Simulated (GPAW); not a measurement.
# Geometry or basis: what sets the conductance of a Pd chain with one Al atom in line, part 2 of 2

How well does a Pd chain with one Al atom in line conduct once its atoms have relaxed, and how much do cheaper levels lose?

GPAW 26.7.0; GPAW LCAO, PAW setups; relaxation of the junction within the symmetry of its start, lead ends held (the session's first sound run).

So far, transmission at the Fermi level (one spin): step 3 (GPAW, dzp, PBE, GPAW) 1.08; step 4 (basis szp(dzp), PBE, GPAW) 1.04; step 5 (basis sz(dzp), PBE, GPAW) 1.08; step 6 (RPBE) 1.08; step 7 (the structure as built: geometry = "as built", PBE, GPAW) 1.17.

**9. Comparison**

The curves are compared point by point over the common energies.

This step: comparison of transmission and cost over codes, levels and geometry (GPAW 26.7.0).

Ladder, by row:

```csv
step,code,T at the Fermi level (sum over the listed spins),conductance (G0),r.m.s. T(E) from the first,wall time (s),peak memory (GiB),threads
dzp,GPAW,1.083,1.074,0,434.6,1.73,1
szp,GPAW,1.039,1.033,0.1936,282.8,1.63,1
sz,GPAW,1.076,1.069,0.127,197.2,1.56,1
dzp-RPBE,GPAW,1.076,1.069,0.03124,366.1,1.73,1
asbuilt,GPAW,1.169,1.16,0.2507,403.5,1.73,1
```

The transmission, zone mean, sum over the listed spins by energy, zero at the Fermi level:

```csv
energy (eV),dzp,szp,sz,dzp-RPBE,asbuilt
-2.0000,1.65,1.81,2.19,1.78,1.17
-1.9000,1.76,1.52,1.95,1.81,1.13
-1.7500,1.66,1.30,1.62,1.64,1.11
-1.5000,1.43,1.19,1.37,1.40,1.09
-1.2500,1.26,1.02,1.18,1.22,1.03
-1.0000,0.931,0.774,0.762,0.873,0.858
-0.7500,0.506,0.220,0.349,0.459,0.611
-0.5000,0.178,0.104,0.188,0.164,0.420
-0.2500,0.809,0.478,0.772,0.789,1.19
-0.1000,1.07,1.07,1.14,1.08,1.22
-0.0750,1.09,1.07,1.14,1.09,1.22
-0.0500,1.09,1.07,1.13,1.09,1.21
0.0000,1.08,1.04,1.08,1.08,1.17
0.2500,0.991,0.990,0.979,0.994,0.973
0.5000,0.992,0.967,0.928,0.990,0.997
0.7500,0.953,0.914,0.847,0.948,0.961
1.0000,0.905,0.861,0.781,0.898,0.903
1.2500,0.864,0.820,0.740,0.856,0.850
1.5000,0.830,0.790,0.716,0.823,0.807
1.7500,0.802,0.765,0.702,0.795,0.771
2.0000,0.776,0.744,0.693,0.770,0.740
```

**10. A varied run**

One more run, with changed settings.

This step: GPAW LCAO, PAW setups; Landauer transmission from Green's functions with principal layers (ASE), zero bias (GPAW 26.7.0).

File run.py:

```python
import json
import numpy as np
from ase import Atoms
from ase.transport.calculators import TransportCalculator
from gpaw import GPAW, FermiDirac
from gpaw.lcao.tools import get_lcao_hamiltonian
from scipy.linalg import eigh

# The junction with lead layers at both ends, along the third cell vector
device = Atoms(
    ['Pd', 'Pd', 'Pd', 'Pd', 'Pd', 'Pd', 'Pd', 'Pd', 'Al', 'Pd', 'Pd', 'Pd', 'Pd', 'Pd', 'Pd', 'Pd', 'Pd'],
    positions=[
        [4.50000, 4.50000, 1.25000],
        [4.50000, 4.50000, 3.75000],
        [4.50000, 4.50000, 6.25000],
        [4.50000, 4.50000, 8.75000],
        [4.50000, 4.50000, 11.25000],
        [4.50000, 4.50000, 13.75000],
        [4.50000, 4.50000, 16.25000],
        [4.50000, 4.50000, 18.85378],
        [4.50000, 4.50000, 21.14690],
        [4.50000, 4.50000, 23.44002],
        [4.50000, 4.50000, 26.04380],
        [4.50000, 4.50000, 28.54380],
        [4.50000, 4.50000, 31.04380],
        [4.50000, 4.50000, 33.54380],
        [4.50000, 4.50000, 36.04380],
        [4.50000, 4.50000, 38.54380],
        [4.50000, 4.50000, 41.04380]],
    cell=[[9.0, 0.0, 0.0], [0.0, 9.0, 0.0], [0.0, 0.0, 42.2938]],
    pbc=True)

# One principal layer of the lead: the first 5 atoms of the device
lead = Atoms(
    ['Pd', 'Pd', 'Pd', 'Pd', 'Pd'],
    positions=[
        [4.50000, 4.50000, 1.25000],
        [4.50000, 4.50000, 3.75000],
        [4.50000, 4.50000, 6.25000],
        [4.50000, 4.50000, 8.75000],
        [4.50000, 4.50000, 11.25000]],
    cell=[[9.0, 0.0, 0.0], [0.0, 9.0, 0.0], [0.0, 0.0, 12.5]],
    pbc=True)

settings = dict(mode='lcao', basis='dzp', xc='pbe96', h=0.2,
                occupations=FermiDirac(0.1), maxiter=50,
                mixer=dict(beta=0.1, nmaxold=8, weight=100.0),
                convergence=dict(density=0.0001))
energies = np.arange(-2, 2 + 1e-9, 0.025)
eta = 0.0001
n1, n2 = 1, 1
# k and -k transmit alike, so half of the mesh across the current serves
mesh = [(i, j) for i in range(n1) for j in range(n2) if (i, j) <= (-i % n1, -j % n2)]
weights = np.array([1 if (i, j) == (-i % n1, -j % n2) else 2 for i, j in mesh]) / (n1 * n2)

# [... helper functions left out ...]
fermi_lead = ground_state(lead, (1, 1, 9), 'lead.txt')
fermi_device = ground_state(device, (1, 1, 2), 'device.txt')
# [... loop over the mesh left out, but for ...]
        # Shift the lead onto the potential of the device's first layer
        shift = ((H[:, 0, 0] - H0[:, 0, 0]) / S0[0, 0]).real.mean()
# [...]
kT = 8.617333e-5 * 300
bias = [0.1, 0.2, 0.5, 1.0, 1.5, 2.0]
# [... integrals and printing left out ...]
```

Started as:

```console
> OMP_NUM_THREADS=1 OPENBLAS_NUM_THREADS=1 python run.py
```

Wall time 0.6 s (1 thread of Intel Xeon Platinum 8375C at 2.90GHz (Ice Lake), shared host); peak memory 0.1 GiB.

The program refused the input before any cycle.

The program's message: “NameError: Unknown functional: pbe96.”

The change that led to it: xc = "pbe96".

**11. Outcome**

```
conductance                                        : 1.07 G₀
transmission at the Fermi level, mean of the spins : 1.08
open channels of the lead there                    : 4
```

**Reading.** In the dzp basis the junction conducts 1.07 G₀ at 300 K, with T = 1.08 a spin at the Fermi level; the sz basis reaches that conductance within 10 %. Relaxation moved atoms by up to 0.10 Å and took the conductance from 1.16 to 1.07 G₀, as a ratio a larger change than the step from dzp to the minimal basis. The scatterer reflects about 73 % of the incoming channels at the Fermi level. At the Fermi level the three most open eigenchannels pass 0.98, 0.050 and 0.050. Measured against the first run (dzp), the nearest curve is that of dzp-RPBE (r.m.s. 0.031) and the farthest that of asbuilt (0.25). Over the compared runs wall time goes from 197 s (sz) to 435 s (dzp), on a shared host. The leads kept an estimated spacing and the cell its length, so the junction may be under some tension or compression. The geometry comes from the orbital basis, which tends to overbind, and kept the symmetry of the start, so a structure of lower symmetry may lie lower. The run had no spin polarisation, so a magnetic state, which chains and small molecules with open shells often have, wasn't tested. An evenly spaced straight chain is an idealisation: free chains tend to dimerise, zigzag or, where a band edge lies near the Fermi level, turn magnetic. The currents use the zero-bias T(E) throughout, which holds only while the bias is small against the distance to the nearest feature. The thermopower isn't quoted: it samples T(E) farther from the Fermi level than the conductance does, and the energy grid wasn't tested for it.

[Logs are printed without paths, hosts, clocks, repeated set-up lines and the standing remarks that a program may print on its own settings, such as how far it seeks lower states.]

[Hosts, paths, dates, database ids (printed as entryN), source tags and the programs' standing remarks are cut or masked in the printed files.]
